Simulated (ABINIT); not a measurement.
# CsH (Pm-3m): G0W0 in ABINIT against the plane-wave cutoff, part 2 of 2

Aim: move the plane-wave cutoff of a G0W0 run on CsH (Pm-3m) over a wide range.

ABINIT 10.8.3; LDA and many-body steps on it, plane waves. Known limits of the many-body steps: not at the basis limit; no spin-orbit coupling; coarse k mesh.

So far. Step 5 (Empty states on the mesh, 4×4×4 mesh, 31 bands): On this mesh the gap is 2.297 eV. Step 6 (Screening, 4×4×4 mesh, 27 bands, screening to 106.1 eV): Local fields lower ε∞ by 12 %. On a Γ-centred mesh this coarse the value itself is usually too large, while a short band sum pulls it down.

## (8) Screening, 4×4×4 mesh, 27 bands, screening to 106.1 eV

This step: RPA screening on LDA, plane waves, norm-conserving pseudopotentials.

run.abi

```
acell 3*1.0 Angstrom
rprim 
  3.818408540000 0.000000000000 0.000000000000
  0.000000000000 3.818408540000 0.000000000000
  0.000000000000 0.000000000000 3.818408540000
ntypat 2
znucl 55 1
natom 2
typat 1 2
xred 
  0.000000000000 0.000000000000 0.000000000000
  0.500000000000 0.500000000000 0.500000000000
pp_dirpath "pseudos"
pseudos "Cs.upf, H.upf"
ecut 25
ngkpt 4 4 4
nshiftk 1
shiftk 0 0 0
kptopt 1
chksymbreak 0
istwfk *1
occopt 1
irdwfk 1
optdriver 3
nband 27
ecuteps 3.9
inclvkb 2
awtr 1
symchi 1
indata_prefix "in"
outdata_prefix "out"
tmpdata_prefix "tmp"
```

Launch:

```bash
OMP_NUM_THREADS=1 mpirun -n 4 abinit run.abi > log
```

Numbers of over 12 decimals in the logs are rounded to 6 here.

Output:

```text
.Version 10.8.3 of ABINIT. v10.8.2 released Aug 2026.

 Symmetries : space group Pm -3 m (#221); Bravais cP (primitive cubic)
[... echo of the input left out ...]
== DATASET  1 ==================================================================
-   mpi_nproc: 4, omp_nthreads: 1 (-1 if OMP is not activated)

--- !DatasetInfo
iteration_state: {dtset: 1, }
dimensions: {natom: 2, nkpt: 10, mband: 27, nsppol: 1, nspinor: 1, nspden: 1, mpw: 2272, }
cutoff_energies: {ecut:  25.0, pawecutdg:  -1.0, }
electrons: {nelect:   1.00000000E+01, charge:   0.00000000E+00, occopt:   1.00000000E+00, tsmear:   1.00000000E-02, }

 SCREENING: Calculation of the susceptibility and dielectric matrices

 Based on a program developped by R.W. Godby, V. Olevano, G. Onida, and L. Reining.
 Incorporated in ABINIT by V. Olevano, G.-M. Rignanese, and M. Torrent.
.Using double precision arithmetic ; gwpc =  8

[... cell and pseudopotentials left out ...]
--------------------------------------------------------------------------------

 ==== K-mesh for the wavefunctions ====
 Number of points in the irreducible wedge :    10
[... list of points left out ...]
 Together with 48 symmetry operations and time-reversal symmetry
 yields    64 points in the full Brillouin Zone.

 ==== Q-mesh for the screening function ====
 Number of points in the irreducible wedge :    10
[... list of points left out ...]
 Together with 48 symmetry operations and time-reversal symmetry
 yields    64 points in the full Brillouin Zone.

 setmesh: FFT mesh size selected  =    24x   24x   24
          total number of points  =        13824

 vcoul_init : cutoff-mode = AUXILIARY_FUNCTION
 q-points for optical limit:   1
     1)      0.000010    0.000020    0.000030

- screening: taking advantage of time-reversal symmetry
- Maximum band index for partially occupied states nbvw = 5
- Remaining bands to be divided among processors   nbcw = 22
- Number of bands treated by each node ~5

 Number of electrons calculated from density =   10.0000; Expected =   10.0000
 average of density, n =  0.026617
 r_s =    2.0777
 omega_plasma =   15.7374 [eV]

 calculating chi0 at frequencies [eV] :
  1    0.000000E+00    0.000000E+00
  2    0.000000E+00    1.573743E+01

--------------------------------------------------------------------------------
  q-point number  1        q = ( 0.000000, 0.000000, 0.000000) [r.l.u.]
--------------------------------------------------------------------------------
[... chi0 elements left out ...]
 For q-point:  0.000010 0.000020 0.000030
  dielectric constant =   3.8264
  dielectric constant without local fields =   4.3505

  Average fulfillment of the sum rule on Im[epsilon] for q-point    1 :     52.42  [%]
[... wings left out ...]
  q-point number  2        q = ( 0.250000, 0.000000, 0.000000) [r.l.u.]
--------------------------------------------------------------------------------
[... chi0 elements left out ...]
  Average fulfillment of the sum rule on Im[epsilon] for q-point    2 :     87.30  [%]

 [... 8 further q-points ...]
```

Run time: 3.8 s. Hardware: 4 MPI ranks of Arm Neoverse V2, shared host; peak memory 0.42 GiB.

This step gave:

```
ε∞ with local fields, on this mesh, along the program's q direction : 3.826
the same without local fields                                       : 4.351
plasma frequency                                                    : 15.74 eV
plane waves in the screening matrix                                 : 147
```

## (9) 25 Ha

The self-energy is evaluated for the states that the input lists, and the levels follow from it, in one-shot runs by the linearised quasiparticle equation.

This step: G0W0 on LDA, plane waves, norm-conserving pseudopotentials.

Changes to run.abi since step 8:

```diff
@@ -23,8 +23,19 @@
 irdwfk 1
-optdriver 3
+optdriver 4
 nband 27
+gwcalctyp 0
+ecutsigx 25
+symsigma 1
+nkptgw 3
+kptgw 
+  0.5000000000 0.5000000000 0.5000000000
+  0.5000000000 0.0000000000 0.0000000000
+  0.0000000000 0.0000000000 0.0000000000
+bdgw 
+  2 8
+  3 7
+  2 7
 ecuteps 3.9
-inclvkb 2
-awtr 1
-symchi 1
+irdscr 1
+ppmodel 1
 indata_prefix "in"
```

Output:

```text
.Version 10.8.3 of ABINIT. v10.8.2 released Aug 2026.

 Symmetries : space group Pm -3 m (#221); Bravais cP (primitive cubic)
[... echo of the input left out ...]
== DATASET  1 ==================================================================
-   mpi_nproc: 4, omp_nthreads: 1 (-1 if OMP is not activated)

--- !DatasetInfo
iteration_state: {dtset: 1, }
dimensions: {natom: 2, nkpt: 10, mband: 27, nsppol: 1, nspinor: 1, nspden: 1, mpw: 2272, }
cutoff_energies: {ecut:  25.0, pawecutdg:  -1.0, }
electrons: {nelect:   1.00000000E+01, charge:   0.00000000E+00, occopt:   1.00000000E+00, tsmear:   1.00000000E-02, }

 SIGMA: Calculation of the GW corrections

 Based on a program developped by R.W. Godby, V. Olevano, G. Onida, and L. Reining.
 Incorporated in ABINIT by V. Olevano, G.-M. Rignanese, and M. Torrent.
.Using double precision arithmetic ; gwpc =  8

[... cell and pseudopotentials left out ...]
--------------------------------------------------------------------------------

 ==== K-mesh for the wavefunctions ====
 Number of points in the irreducible wedge :    10
[... list of points left out ...]
 Together with 48 symmetry operations and time-reversal symmetry
 yields    64 points in the full Brillouin Zone.

 ==== Q-mesh for screening function ====
 Number of points in the irreducible wedge :    10
[... list of points left out ...]
 Together with 48 symmetry operations and time-reversal symmetry
 yields    64 points in the full Brillouin Zone.

 vcoul_init : cutoff-mode = AUXILIARY_FUNCTION
 q-points for optical limit:   1
     1)      0.000010    0.000020    0.000030
 setmesh: FFT mesh size selected  =    36x   36x   36
          total number of points  =        46656

 Number of electrons calculated from density =   10.0000; Expected =   10.0000
[...]
number of plane-waves for wavefunctions          2205
 number of bands                                    27
 number of q-points in IBZ                          10
 number of frequencies                               2
 number of real frequencies                          1
 number of imag frequencies                          1

 matrix elements of self-energy operator (all in [eV])

 Perturbative Calculation

--- !SelfEnergy_ee
iteration_state: {dtset: 1, }
kpoint     : [   0.500,    0.500,    0.500, ]
spin       : 1
KS_gap     :    2.486
QP_gap     :    4.366
Delta_QP_KS:    1.880
data: !SigmaeeData |
     Band     E0 <VxcDFT>   SigX SigC(E0)      Z dSigC/dE  Sig(E)    E-E0       E
        2  -6.264 -12.525 -17.202   3.080   0.775  -0.291 -13.762  -1.237  -7.501
        3  -6.264 -12.525 -17.202   3.080   0.775  -0.291 -13.762  -1.237  -7.501
        4  -6.264 -12.525 -17.202   3.080   0.775  -0.291 -13.762  -1.237  -7.501
[...]
--- !SelfEnergy_ee
iteration_state: {dtset: 1, }
kpoint     : [   0.500,    0.000,    0.000, ]
spin       : 1
KS_gap     :    2.558
QP_gap     :    4.542
Delta_QP_KS:    1.984
data: !SigmaeeData |
     Band     E0 <VxcDFT>   SigX SigC(E0)      Z dSigC/dE  Sig(E)    E-E0       E
[...]
--- !SelfEnergy_ee
iteration_state: {dtset: 1, }
kpoint     : [   0.000,    0.000,    0.000, ]
spin       : 1
KS_gap     :    5.220
QP_gap     :    7.482
Delta_QP_KS:    2.263
data: !SigmaeeData |
     Band     E0 <VxcDFT>   SigX SigC(E0)      Z dSigC/dE  Sig(E)    E-E0       E
[...]
6   5.759  -8.498  -3.789  -3.052   0.824  -0.214  -7.133   1.364   7.123
        7   5.759  -8.498  -3.789  -3.052   0.824  -0.214  -7.133   1.364   7.123

== END DATASET(S) ==============================================================
================================================================================

 -outvars: echo values of variables after computation  --------
           etotal      0.0000000000E+00
            nband          27
             nkpt          10
          spgroup         221
 [... the other variables as echoed above ...]

 Calculation completed.
```

Elapsed: 3.6 s, on 4 MPI ranks; peak memory 0.49 GiB.

This step gave:

```
G0W0 gap on the points computed              : 4.235 eV
starting gap on the mesh                     : 2.296 eV
k of the valence top                         : 0.5, 0.5, 0.5
k of the conduction bottom                   : 0.5, 0, 0
Z at the valence top                         : 0.775
Z at the conduction bottom                   : 0.83
least direct G0W0 gap on the computed points : 4.366 eV
```

The gap on the mesh goes from 2.30 eV to 4.24 eV, a correction of +1.94 eV.

## (10) Screening, 4×4×4 mesh, 27 bands, screening to 106.1 eV

This step: RPA screening on LDA, plane waves, norm-conserving pseudopotentials.

Changes to run.abi since step 9:

```diff
@@ -14,3 +14,3 @@
 pseudos "Cs.upf, H.upf"
-ecut 25
+ecut 31
 ngkpt 4 4 4
@@ -23,19 +23,8 @@
 irdwfk 1
-optdriver 4
+optdriver 3
 nband 27
-gwcalctyp 0
-ecutsigx 25
-symsigma 1
-nkptgw 3
-kptgw 
-  0.5000000000 0.5000000000 0.5000000000
-  0.5000000000 0.0000000000 0.0000000000
-  0.0000000000 0.0000000000 0.0000000000
-bdgw 
-  2 8
-  3 7
-  2 7
 ecuteps 3.9
-irdscr 1
-ppmodel 1
+inclvkb 2
+awtr 1
+symchi 1
 indata_prefix "in"
```

Output:

```text
.Version 10.8.3 of ABINIT. v10.8.2 released Aug 2026.

 Symmetries : space group Pm -3 m (#221); Bravais cP (primitive cubic)
[... echo of the input left out ...]
== DATASET  1 ==================================================================
-   mpi_nproc: 4, omp_nthreads: 1 (-1 if OMP is not activated)

--- !DatasetInfo
iteration_state: {dtset: 1, }
dimensions: {natom: 2, nkpt: 10, mband: 27, nsppol: 1, nspinor: 1, nspden: 1, mpw: 3136, }
cutoff_energies: {ecut:  31.0, pawecutdg:  -1.0, }
[...]
--------------------------------------------------------------------------------
[... chi0 elements left out ...]
 For q-point:  0.000010 0.000020 0.000030
  dielectric constant =   3.8240
  dielectric constant without local fields =   4.3476

  Average fulfillment of the sum rule on Im[epsilon] for q-point    1 :     51.74  [%]
[... wings left out ...]
  q-point number  2        q = ( 0.250000, 0.000000, 0.000000) [r.l.u.]
--------------------------------------------------------------------------------
[... chi0 elements left out ...]
  Average fulfillment of the sum rule on Im[epsilon] for q-point    2 :     87.04  [%]

 [... 8 further q-points ...]
```

Run time: 3.6 s. Hardware: 4 MPI ranks; peak memory 0.46 GiB.

This step gave:

| Item | Value |
| --- | --- |
| ε∞ with local fields, on this mesh, along the program's q direction | 3.824 |
| the same without local fields | 4.348 |
| plasma frequency | 15.74 eV |
| plane waves in the screening matrix | 147 |

## (11) 31 Ha

This step: G0W0 on LDA, plane waves, norm-conserving pseudopotentials.

Changes to run.abi since step 10:

```diff
@@ -23,8 +23,19 @@
 irdwfk 1
-optdriver 3
+optdriver 4
 nband 27
+gwcalctyp 0
+ecutsigx 31
+symsigma 1
+nkptgw 3
+kptgw 
+  0.5000000000 0.5000000000 0.5000000000
+  0.5000000000 0.0000000000 0.0000000000
+  0.0000000000 0.0000000000 0.0000000000
+bdgw 
+  2 8
+  3 7
+  2 7
 ecuteps 3.9
-inclvkb 2
-awtr 1
-symchi 1
+irdscr 1
+ppmodel 1
 indata_prefix "in"
```

Output:

```text
.Version 10.8.3 of ABINIT. v10.8.2 released Aug 2026.

 Symmetries : space group Pm -3 m (#221); Bravais cP (primitive cubic)
[... echo of the input left out ...]
== DATASET  1 ==================================================================
-   mpi_nproc: 4, omp_nthreads: 1 (-1 if OMP is not activated)

--- !DatasetInfo
iteration_state: {dtset: 1, }
dimensions: {natom: 2, nkpt: 10, mband: 27, nsppol: 1, nspinor: 1, nspden: 1, mpw: 3136, }
cutoff_energies: {ecut:  31.0, pawecutdg:  -1.0, }
[...]
Band     E0 <VxcDFT>   SigX SigC(E0)      Z dSigC/dE  Sig(E)    E-E0       E
[...]
6   5.759  -8.498  -3.789  -3.040   0.824  -0.214  -7.123   1.375   7.133
        7   5.759  -8.498  -3.789  -3.040   0.824  -0.214  -7.123   1.375   7.133

== END DATASET(S) ==============================================================
================================================================================

 -outvars: echo values of variables after computation  --------
           etotal      0.0000000000E+00
            nband          27
             nkpt          10
          spgroup         221
 [... the other variables as echoed above ...]

 Calculation completed.
```

Wall time 3.7 s (4 MPI ranks); peak memory 0.58 GiB.

This step gave:

```yaml
g0w0_gap_on_the_points_computed: 4.237 eV
starting_gap_on_the_mesh: 2.297 eV
k_of_the_valence_top: 0.5, 0.5, 0.5
k_of_the_conduction_bottom: 0.5, 0, 0
least_direct_g0w0_gap_on_the_computed_points: 4.37 eV
```

Against the run before, the gap moves by +0.002 eV.

## (12) Screening, 4×4×4 mesh, 27 bands, screening to 106.1 eV

This step: RPA screening on LDA, plane waves, norm-conserving pseudopotentials.

Changes to run.abi since step 11:

```diff
@@ -14,3 +14,3 @@
 pseudos "Cs.upf, H.upf"
-ecut 31
+ecut 39
 ngkpt 4 4 4
@@ -23,19 +23,8 @@
 irdwfk 1
-optdriver 4
+optdriver 3
 nband 27
-gwcalctyp 0
-ecutsigx 31
-symsigma 1
-nkptgw 3
-kptgw 
-  0.5000000000 0.5000000000 0.5000000000
-  0.5000000000 0.0000000000 0.0000000000
-  0.0000000000 0.0000000000 0.0000000000
-bdgw 
-  2 8
-  3 7
-  2 7
 ecuteps 3.9
-irdscr 1
-ppmodel 1
+inclvkb 2
+awtr 1
+symchi 1
 indata_prefix "in"
```

Output:

```text
.Version 10.8.3 of ABINIT. v10.8.2 released Aug 2026.

 Symmetries : space group Pm -3 m (#221); Bravais cP (primitive cubic)
[... echo of the input left out ...]
== DATASET  1 ==================================================================
-   mpi_nproc: 4, omp_nthreads: 1 (-1 if OMP is not activated)

--- !DatasetInfo
iteration_state: {dtset: 1, }
dimensions: {natom: 2, nkpt: 10, mband: 27, nsppol: 1, nspinor: 1, nspden: 1, mpw: 4416, }
cutoff_energies: {ecut:  39.0, pawecutdg:  -1.0, }
[...]
--------------------------------------------------------------------------------
[... chi0 elements left out ...]
 For q-point:  0.000010 0.000020 0.000030
  dielectric constant =   3.8236
  dielectric constant without local fields =   4.3471

  Average fulfillment of the sum rule on Im[epsilon] for q-point    1 :     51.67  [%]
[... wings left out ...]
  q-point number  2        q = ( 0.250000, 0.000000, 0.000000) [r.l.u.]
--------------------------------------------------------------------------------
[... chi0 elements left out ...]
  Average fulfillment of the sum rule on Im[epsilon] for q-point    2 :     87.06  [%]

 [... 8 further q-points ...]
```

Run time: 4.6 s. Hardware: 4 MPI ranks; peak memory 0.54 GiB; 18 s of CPU time.

This step gave:

| Property | Result |
| --- | --- |
| ε∞ with local fields, on this mesh, along the program's q direction | 3.824 |
| the same without local fields | 4.347 |
| plasma frequency | 15.74 eV |
| plane waves in the screening matrix | 147 |

## (13) 39 Ha

This step: G0W0 on LDA, plane waves, norm-conserving pseudopotentials.

Changes to run.abi since step 12:

```diff
@@ -23,8 +23,19 @@
 irdwfk 1
-optdriver 3
+optdriver 4
 nband 27
+gwcalctyp 0
+ecutsigx 39
+symsigma 1
+nkptgw 3
+kptgw 
+  0.5000000000 0.5000000000 0.5000000000
+  0.5000000000 0.0000000000 0.0000000000
+  0.0000000000 0.0000000000 0.0000000000
+bdgw 
+  2 8
+  3 7
+  2 7
 ecuteps 3.9
-inclvkb 2
-awtr 1
-symchi 1
+irdscr 1
+ppmodel 1
 indata_prefix "in"
```

Output:

```text
.Version 10.8.3 of ABINIT. v10.8.2 released Aug 2026.

 Symmetries : space group Pm -3 m (#221); Bravais cP (primitive cubic)
[... echo of the input left out ...]
== DATASET  1 ==================================================================
-   mpi_nproc: 4, omp_nthreads: 1 (-1 if OMP is not activated)

--- !DatasetInfo
iteration_state: {dtset: 1, }
dimensions: {natom: 2, nkpt: 10, mband: 27, nsppol: 1, nspinor: 1, nspden: 1, mpw: 4416, }
cutoff_energies: {ecut:  39.0, pawecutdg:  -1.0, }
[...]
Band     E0 <VxcDFT>   SigX SigC(E0)      Z dSigC/dE  Sig(E)    E-E0       E
[...]
6   5.759  -8.498  -3.789  -3.039   0.824  -0.214  -7.122   1.376   7.134
        7   5.759  -8.498  -3.789  -3.039   0.824  -0.214  -7.122   1.376   7.134

== END DATASET(S) ==============================================================
================================================================================

 -outvars: echo values of variables after computation  --------
           etotal      0.0000000000E+00
            nband          27
             nkpt          10
          spgroup         221
 [... the other variables as echoed above ...]

 Calculation completed.
```

The job ended after 4.2 s (4 MPI ranks; peak memory 0.71 GiB).

This step gave:

```yaml
g0w0_gap_on_the_points_computed: 4.238 eV
starting_gap_on_the_mesh: 2.297 eV
k_of_the_valence_top: 0.5, 0.5, 0.5
k_of_the_conduction_bottom: 0.5, 0, 0
least_direct_g0w0_gap_on_the_computed_points: 4.371 eV
```

Against the run before, the gap moves by +0.001 eV.

## (14) Side by side

Times are wall times on 4 MPI ranks of Arm Neoverse V2, shared host, good to a factor of about two. A run's time includes the screening step that it read.

| run | mesh | bands | screening cutoff (eV) | DFT gap (eV) | gap on the mesh (eV) | direct (eV) | ε∞ used | time |
| --- | --- | --- | --- | --- | --- | --- | --- | --- |
| 19 Ha | 4×4×4 | 27 | 106.1 | 2.290 | 4.237 | 4.359 | 3.84 | 7.1 s |
| 25 Ha | 4×4×4 | 27 | 106.1 | 2.296 | 4.235 | 4.366 | 3.83 | 7.4 s |
| 31 Ha | 4×4×4 | 27 | 106.1 | 2.297 | 4.237 | 4.370 | 3.82 | 7.4 s |
| 39 Ha | 4×4×4 | 27 | 106.1 | 2.297 | 4.238 | 4.371 | 3.82 | 8.9 s |

## (15) Results

```yaml
19_ha: 4.237 eV
25_ha: 4.235 eV
31_ha: 4.237 eV
39_ha: 4.238 eV
known_limits: not at the basis limit; no spin-orbit coupling; coarse k mesh
```

In words: The setting moved: plane-wave cutoff. From 19 Ha to 39 Ha the gap moves by +0.001 eV. It holds to 0.03 eV from 19 Ha on. Bands and screening cutoff are coupled, so a series along one setting does not show full convergence. Bands and cutoff are finite, so the gap is not at the basis limit. The miss can reach some tenths of an eV and take either sign; the mesh is an error of its own. In the G0W0 runs levels were corrected at 3 k points alone, so a gap called «on the mesh» is the least over those, and an edge elsewhere would be missed. The 4×4×4 mesh is coarse for this cell, which bears on the long-range parts of exchange and screening. The many-body steps are scalar-relativistic: spin-orbit coupling is not in them.

[Paths, hosts, dates, memory and timing lines, banners, echoed tables and standing remarks are left out of the program output.]

[Logs are printed without paths, hosts, clocks, repeated set-up lines and the standing remarks that a program may print on its own settings, such as how far it seeks lower states.]

[Runs of the session that timed out or met a known fault of the program may be left out.]

[Hosts, paths, dates, database ids (printed as entryN), source tags and the programs' standing remarks are cut or masked in the printed files.]

[G0W0 gaps are taken among the corrected bands and points alone; a level outside them can change the order at an edge.]

[Where Ansatz stands beside ABINIT at settings called matched, ABINIT's density can come from a denser mesh and the files from another edition; pairs whose starting gaps differed by over 0.03 eV were left out, so agreement reads better than it is.]
